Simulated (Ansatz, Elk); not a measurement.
# Bonding as seen by X-rays: MnAg2Br2Cl2

Structure refinements treat a crystal as free atoms side by side. For a made-up structure of MnAg2Br2Cl2 (cell and positions from a PBEsol relaxation) the runs below show what the calculated density changes in F(hkl).

Method: DFT, PBE, all-electron APW+lo, Dirac cores, scalar-relativistic bands, static density, ferromagnetic start, in Elk 11.2.3 (patched build).

The structure was built from a prototype and need not be the compound's stable phase.

## Step 1: The structure

The structure is tetragonal, space group I4/mmm (No. 139). The conventional cell has a = 5.332 Å, b = 5.332 Å, c = 12.216 Å, α = 90.00°, β = 90.00°, γ = 90.00°. Nearest to Ag lie 1 Cl at 2.42 Å and 1 Ag at 2.69 Å and 4 Br at 2.99 Å. Br has 2 Mn at 2.67 Å and 4 Ag at 2.99 Å nearest. Nearest to Mn lie 2 Cl at 2.34 Å and 4 Br at 2.67 Å. Nearest to Cl lie 1 Mn at 2.34 Å and 1 Ag at 2.42 Å. Farther neighbours and most contacts between anions are not listed.

## Step 2: Ground state and structure factors

An all-electron density is needed, since X-rays see the cores too. Task 0 finds the density and task 195 Fourier-transforms it; tshift is off so that phases refer to the origin typed.

Input file elk.in:

```
tasks
  0
  195
  196

xctype
  20

spinpol
  .true.

rgkmax
  7.0

gmaxvr
  14.0

lmaxo
  7

lmaxapw
  8

swidth
  0.002

tshift
  .false.

ramdisk
  .false.

hmaxvr
  5.5

maxscl
  120

epspot
  1e-06

reducebf
  0.8

sppath
  './'

avec
  -5.03831879913 5.03831879913 11.54247015060
  5.03831879913 -5.03831879913 11.54247015060
  5.03831879913 5.03831879913 -11.54247015060

atoms
  4
  'Ag.in'
  2
  0.6102594514 0.6102594514 0.0000000000   0.000000 0.000000 0.000000
  0.3897405486 0.3897405486 0.0000000000   0.000000 0.000000 0.000000
  'Br.in'
  2
  0.0000000000 0.5000000000 0.5000000000   0.000000 0.000000 0.000000
  0.5000000000 0.0000000000 0.5000000000   0.000000 0.000000 0.000000
  'Mn.in'
  1
  0.0000000000 0.0000000000 -0.0000000000   0.000000 0.000000 -0.205000
  'Cl.in'
  2
  0.8080465032 0.8080465032 -0.0000000000   0.000000 0.000000 0.000000
  0.1919534968 0.1919534968 -0.0000000000   0.000000 0.000000 0.000000

ngridk
  5 5 5
```

Run with:

```
OMP_NUM_THREADS=4 elk
```

Numbers of over 12 decimals in the logs are rounded to 6 here.

What it wrote:

```text
┌─────────────────────────┐
│ Elk code version 11.2.3 │
└─────────────────────────┘

All units are atomic (Hartree, Bohr, etc.)

┌─────────────────────────────────────────────────┐
│ Ground-state run starting from atomic densities │
└─────────────────────────────────────────────────┘

Lattice vectors :
  -5.038318799       5.038318799       11.54247015
   5.038318799      -5.038318799       11.54247015
   5.038318799       5.038318799      -11.54247015

Reciprocal lattice vectors :
  0.5205754144E-17  0.6235398709      0.2721768055
  0.6235398709      0.5205754144E-17  0.2721768055
  0.6235398709      0.6235398709     -0.3725635989E-17

Unit cell volume      :    1172.006552
Brillouin zone volume :   0.2116457567

Muffin-tin inner radius fraction :   0.1000000000E-01

Nuclei treated as point charges

Species : 1 (Ag)
 parameters loaded from : Ag.in
 name : silver
 nuclear charge    :   -47.00000000
 electronic charge :    47.00000000
 atomic mass :    196631.6998
 muffin-tin radius :    2.446113737
 number of radial points in muffin-tin :   1193
 inner part over the whole radius :   0.9911421241E-02
 number on inner part of muffin-tin    :    848
 approximate nuclear radius :   0.8648227117E-04
 number of mesh points to nuclear radius :    427
 atomic positions (lattice), magnetic fields (Cartesian) :
  1 :  -0.38974055 -0.38974055  0.00000000    0.00000000  0.00000000  0.00000000
  2 :   0.38974055  0.38974055  0.00000000    0.00000000  0.00000000  0.00000000

Species : 2 (Br)
 parameters loaded from : Br.in
 name : bromine
 nuclear charge    :   -35.00000000
 electronic charge :    35.00000000
 atomic mass :    145656.0816
 muffin-tin radius :    2.400000000
 number of radial points in muffin-tin :    993
 inner part over the whole radius :   0.9934012010E-02
 number on inner part of muffin-tin    :    703
 approximate nuclear radius :   0.7858070945E-04
 number of mesh points to nuclear radius :    344
 atomic positions (lattice), magnetic fields (Cartesian) :
  1 :   0.00000000  0.50000000  0.50000000    0.00000000  0.00000000  0.00000000
  2 :   0.50000000  0.00000000  0.50000000    0.00000000  0.00000000  0.00000000

Species : 3 (Mn)
 parameters loaded from : Mn.in
 name : manganese
 nuclear charge    :   -25.00000000
 electronic charge :    25.00000000
 atomic mass :    100145.9370
 muffin-tin radius :    2.352452230
 number of radial points in muffin-tin :    993
 inner part over the whole radius :   0.9856627524E-02
 number on inner part of muffin-tin    :    699
 approximate nuclear radius :   0.7074591925E-04
 number of mesh points to nuclear radius :    330
 atomic positions (lattice), magnetic fields (Cartesian) :
  1 :   0.00000000  0.00000000  0.00000000    0.00000000  0.00000000 -0.20500000

Species : 4 (Cl)
 parameters loaded from : Cl.in
 name : chlorine
 nuclear charge    :   -17.00000000
 electronic charge :    17.00000000
 atomic mass :    64626.86550
 muffin-tin radius :    2.028782784
 number of radial points in muffin-tin :    793
 inner part over the whole radius :   0.9851582258E-02
 number on inner part of muffin-tin    :    553
 approximate nuclear radius :   0.6305718926E-04
 number of mesh points to nuclear radius :    254
 atomic positions (lattice), magnetic fields (Cartesian) :
  1 :  -0.19195350 -0.19195350  0.00000000    0.00000000  0.00000000  0.00000000
  2 :   0.19195350  0.19195350  0.00000000    0.00000000  0.00000000  0.00000000

Total number of atoms per unit cell :    7
Total muffin-tin volume :    362.9160660
 ratio of muffin-tin to unit cell volume :   0.3096536155

Spin treatment :
 spin-polarised
 global magnetic field (Cartesian) :    0.000000000       0.000000000       0.000000000
 collinear magnetisation in z-direction

Number of Bravais lattice symmetries :   16
Number of crystal symmetries         :   16
Crystal has inversion symmetry
Real symmetric eigensolver will be used

k-point grid :      5     5     5
k-point offset :    0.000000000       0.000000000       0.000000000
[...]
Absolute change in total energy (target)   :   0.9758914707     (  0.1000000000E-03)

[... loops 3 to 19 left out ...]

┌──────────────────┐
│ Loop number : 20 │
└──────────────────┘

Energies :
 Fermi                       :     0.101091
 sum of occupied eigenvalues :     -10606.815955073
 electron kinetic            :      18572.949454204
 core electron kinetic       :      17548.996064849
 Coulomb                     :     -35910.197648084
 Coulomb potential           :     -28408.459007628
 nuclear-nuclear             :     -1797.4758639684
 electron-nuclear            :     -39855.462379438
 Hartree                     :      5742.7405953221
 Madelung                    :     -21705.968144270
 xc potential                :     -770.94452844272
 xc effective B-field        :    -0.361827
 external B-field            :      0.000000
 exchange                    :     -581.49749549686
 correlation                 :     -10.907980926367
 electron entropic           :    -0.35117090073340E-03
 total energy                :     -17929.654021474
 (external B-field energy excluded from total)

Density of states at Fermi energy :    24.04799577
 (states/Hartree/unit cell)

Estimated indirect band gap :   0.3511254035E-02
 from k-point 1 to k-point 18
Estimated direct band gap   :   0.4171422936E-01
 at k-point 16

Charges :
 core                        :    122.0000000
 valence                     :    101.0000000
 interstitial                :    11.14458583
 muffin-tins (core leakage)
  species : 1 (Ag)
[...]
species : 2 (Br)
[...]
species : 3 (Mn)
[...]
species : 4 (Cl)
[...]
total in muffin-tins        :    211.8554142
 total calculated charge     :    222.9981417
 total charge                :    223.0000000
 error                       :   0.1858267021E-02

Moments :
 interstitial                :   0.3503146373
 muffin-tins
  species : 1 (Ag)
[...]
species : 2 (Br)
[...]
species : 3 (Mn)
[...]
species : 4 (Cl)
[...]
total in muffin-tins        :    4.619343817
 total moment                :    4.969658454

RMS change in Kohn-Sham potential (target) :   0.5982623621E-06 (  0.1000000000E-05)
Absolute change in total energy (target)   :   0.5262488412E-04 (  0.1000000000E-03)

Convergence targets achieved

┌──────────────────┐
│ Loop number : 21 │
└──────────────────┘

Energies :
 Fermi                       :     0.101091
 sum of occupied eigenvalues :     -10606.815977408
 electron kinetic            :      18572.949462824
 core electron kinetic       :      17548.996053823
 Coulomb                     :     -35910.197685966
 Coulomb potential           :     -28408.459009785
 nuclear-nuclear             :     -1797.4758639684
 electron-nuclear            :     -39855.462451940
 Hartree                     :      5742.7406299425
 Madelung                    :     -21705.968181074
 xc potential                :     -770.94456316832
 xc effective B-field        :    -0.361825
 external B-field            :      0.000000
 exchange                    :     -581.49749536704
 correlation                 :     -10.907981019507
 electron entropic           :    -0.35119075068682E-03
 total energy                :     -17929.654050719
 (external B-field energy excluded from total)

Density of states at Fermi energy :    24.04966884
 (states/Hartree/unit cell)

Estimated indirect band gap :   0.3511297975E-02
 from k-point 1 to k-point 18
Estimated direct band gap   :   0.4171400342E-01
 at k-point 16

Charges :
 core                        :    122.0000000
 valence                     :    101.0000000
 interstitial                :    11.14458660
 muffin-tins (core leakage)
  species : 1 (Ag)
[...]
species : 2 (Br)
[...]
species : 3 (Mn)
   atom 1                    :    23.45431553     ( -0.2235244470E-06)
  species : 4 (Cl)
   atom 1                    :    15.17508953     (  0.5508855116E-04)
   atom 2                    :    15.17508953     (  0.5508855116E-04)
 total in muffin-tins        :    211.8554134
 total calculated charge     :    222.9981417
 total charge                :    223.0000000
 error                       :   0.1858266383E-02

Moments :
 interstitial                :   0.3503114059
 muffin-tins
  species : 1 (Ag)
[...]
species : 2 (Br)
[...]
species : 3 (Mn)
   atom 1                    :    4.347259720
  species : 4 (Cl)
   atom 1                    :   0.5515711622E-01
   atom 2                    :   0.5515711622E-01
 total in muffin-tins        :    4.619343825
 total moment                :    4.969655230

┌──────────────────────────────┐
│ Self-consistent loop stopped │
└──────────────────────────────┘

Wrote STATE.OUT
```

Elapsed: 7.9 min, on 4 threads of Arm Neoverse V1, shared host; peak memory 0.78 GiB.

SFACRHO.OUT:

```text

h k l indices transformed by vhmat matrix:
   1.000000000       0.000000000       0.000000000    
   0.000000000       1.000000000       0.000000000    
   0.000000000       0.000000000       1.000000000    

      h      k      l  multipl.   |H|            Re(F)            Im(F)           |F|

      0      0      0      1   0.0000000       223.00000     -0.62328708E-15   223.00000    
     -1     -1      1      2  0.54435361       82.559842      0.20331073E-14   82.559842    
      1      0     -1      8  0.68035445      -33.846994      0.14231751E-13   33.846994    
      0      0     -1      4  0.88181854       72.143387      0.19429425E-13   72.143387    
     -2     -1      2      8   1.0273869       35.938908     -0.30496609E-14   35.938908    
      0     -2      1      8   1.0363034      -44.331197      0.40662146E-14   44.331197    
      2      2     -2      2   1.0887072       7.2630703      0.20331073E-14   7.2630703    
     -1      1     -1      4   1.2470797       178.73374     -0.18420536E-13   178.73374    
     -2      0      2      8   1.3607089       70.230905      0.20331073E-13   70.230905    
      2      2     -3      8   1.4010308      -103.08140      0.16264858E-13   103.08140    
      2     -1     -1     16   1.4205950      -30.441796     -0.45744914E-13   30.441796    
     -2     -3      2      8   1.4969326       109.42790      0.25413841E-14   109.42790    
      2      1     -3     16   1.6157759       32.831568     -0.50827682E-14   32.831568    
     -3     -3      3      2   1.6330608       44.234466     -0.60993218E-14   44.234466    
     -1     -3      1      8   1.6554429       5.4938612     -0.38629038E-13   5.4938612    
      0      0      2      4   1.7636371       156.01926      0.31661496E-13   156.01926    
     -1      3     -1      8   1.8457347       63.119268     -0.43711806E-13   63.119268    
     -2     -4      3      8   1.8559342      -56.377696     -0.50827682E-14   56.377696
```

Elk indexes on the primitive cell of elk.in and gives |H| = 4π sin θ/λ in inverse bohr. Below, one row stands for each form hkl of the conventional cell (m members, Friedel mates merged), F is for one primitive cell and the density is static (no thermal factor). Free-atom factors are Waasmaier and Kirfel's, and R is Σm||F|−|F'||/Σm|F|.

```
hkl   m  sin θ/λ (Å⁻¹)  abs F, DFT  neutral atoms   diff.     ions   diff.
002   2          0.082      82.560         82.724  -0.164   81.672  +0.888
101   8          0.102      33.847         34.130  -0.283   33.946  -0.099
110   4          0.133      72.143         72.226  -0.083   71.688  +0.456
103   8          0.154      35.939         36.454  -0.515   36.017  -0.079
112   8          0.156      44.331         44.020  +0.312   44.429  -0.098
004   2          0.164       7.263          6.856  +0.407    7.073  +0.190
200   4          0.188     178.734        178.619  +0.115  178.573  +0.161
202   8          0.205      70.231         70.212  +0.019   70.249  -0.019
114   8          0.211     103.081        103.209  -0.128  102.935  +0.146
211  16          0.214      30.442         30.626  -0.185   30.468  -0.026
105   8          0.225     109.428        109.532  -0.104  109.572  -0.144
213  16          0.243      32.832         32.992  -0.160   33.213  -0.381
006   2          0.246      44.234         44.214  +0.021   44.217  +0.018
204   8          0.249       5.494          5.465  +0.029    5.516  -0.022
220   4          0.265     156.019        156.254  -0.235  156.196  -0.177
222   8          0.278      63.119         63.222  -0.103   63.343  -0.224
116   8          0.279      56.378         56.555  -0.177   56.391  -0.013
301   8          0.284      27.686         27.858  -0.172   27.770  -0.085
```

The ions are Mn2+, Ag+, Br− and Cl−, by formal charge.

## Step 3: The magnetisation density

The same run holds the spin density, and task 196 transforms it. The order is that of the start, and no other was tried.

SFACMAG_1.OUT:

```text

h k l indices transformed by vhmat matrix:
   1.000000000       0.000000000       0.000000000    
   0.000000000       1.000000000       0.000000000    
   0.000000000       0.000000000       1.000000000    

      h      k      l  multipl.   |H|            Re(F)            Im(F)           |F|

      0      0      0      1   0.0000000       4.9696554     -0.24929352E-16   4.9696554    
     -1     -1      1      2  0.54435361       4.2381439      0.11714192E-15   4.2381439    
      1      0     -1      8  0.68035445       4.0203122     -0.63534602E-16   4.0203122    
      0      0     -1      4  0.88181854       3.7140900     -0.25713177E-16   3.7140900    
     -2     -1      2      8   1.0273869       3.4498459      0.58570962E-16   3.4498459    
      0     -2      1      8   1.0363034       3.2884435     -0.41694583E-16   3.2884435    
      2      2     -2      2   1.0887072       3.5426461      0.81403709E-16   3.5426461    
     -1      1     -1      4   1.2470797       3.0859724      0.43351567E-16   3.0859724    
     -2      0      2      8   1.3607089       2.7926543     -0.68498243E-16   2.7926543    
      2      2     -3      8   1.4010308       2.8014973      0.39709127E-17   2.8014973    
      2     -1     -1     16   1.4205950       2.6842034      0.40701855E-16   2.6842034    
     -2     -3      2      8   1.4969326       2.7334610     -0.45913678E-16   2.7334610    
      2      1     -3     16   1.6157759       2.3613306      0.89345535E-17   2.3613306    
     -3     -3      3      2   1.6330608       2.4514343     -0.39709127E-17   2.4514343    
     -1     -3      1      8   1.6554429       2.3649409      0.40701855E-16   2.3649409    
      0      0      2      4   1.7636371       2.1233714     -0.46498886E-16   2.1233714
```

The total moment is 4.97 μB a cell; sphere moments: Ag1 +0.02, Ag2 +0.02, Br3 +0.06, Br4 +0.06, Mn5 +4.35, Cl6 +0.06, Cl7 +0.06 μB. Polarised neutrons measure spin and orbital magnetisation together; without spin-orbit coupling the run gives the spin part:

```
hkl  sin θ/λ (Å⁻¹)  abs F_M (μB)
002          0.082         4.238
101          0.102         4.020
110          0.133         3.714
103          0.154         3.450
112          0.156         3.288
004          0.164         3.543
200          0.188         3.086
202          0.205         2.793
114          0.211         2.801
211          0.214         2.684
105          0.225         2.733
213          0.243         2.361
006          0.246         2.451
204          0.249         2.365
```

## Step 4: The highest occupied states alone

An energy window below the Fermi level keeps the highest occupied states, to see at which angles they scatter; shallow core shells can lie inside it and anion s states outside. No new self-consistency is needed.

Changes to elk.in since step 2:

```diff
@@ -1,5 +1,3 @@
 tasks
-  0
   195
-  196
 
@@ -44,2 +42,5 @@
 
+wsfac
+  -0.450150 0.401090
+
 sppath
```

Run with:

```
OMP_NUM_THREADS=4 elk
```

What it wrote:

```text
┌─────────────────────────────────┐
│ Elk code version 11.2.3 started │
└─────────────────────────────────┘

Info(readinput): the functional depends on the density's gradient
 muffin-tin radial points multiplied by    2.00000
 (not where nrmtscf is given)

┌────────────────────┐
│ Current task : 195 │
└────────────────────┘
Info(checkmt): changed muffin-tin radius of species 1 (Ag) from   2.6000 to   2.4461
Info(checkmt): changed muffin-tin radius of species 3 (Mn) from   2.4000 to   2.3525
Info(checkmt): changed muffin-tin radius of species 4 (Cl) from   2.2000 to   2.0288

Info(sfacrho): density structure factors written to SFACRHO.OUT

 Energy window :  -0.4501500000      0.4010900000

┌──────────────────┐
│ Elk code stopped │
└──────────────────┘
```

The job ended after 33 s (4 threads; peak memory 0.44 GiB).

States within 15 eV below the Fermi level hold 53.00 electrons; any levels below the window count with the cores. Their amplitudes can exceed the total, where window and core parts have opposite phase:

```
hkl  sin θ/λ (Å⁻¹)  abs F, window  abs F, all
002          0.082          8.243      82.560
101          0.102          4.270      33.847
110          0.133         22.818      72.143
103          0.154          3.449      35.939
112          0.156          3.581      44.331
004          0.164          3.383       7.263
200          0.188         23.025     178.734
202          0.205          3.597      70.231
114          0.211          7.349     103.081
211          0.214          2.669      30.442
```

[end of part 1 of 2]

[Logs are printed without paths, hosts, clocks, repeated set-up lines and the standing remarks that a program may print on its own settings, such as how far it seeks lower states.]

[Hosts, paths, dates, database ids (printed as entryN), source tags and the programs' standing remarks are cut or masked in the printed files.]
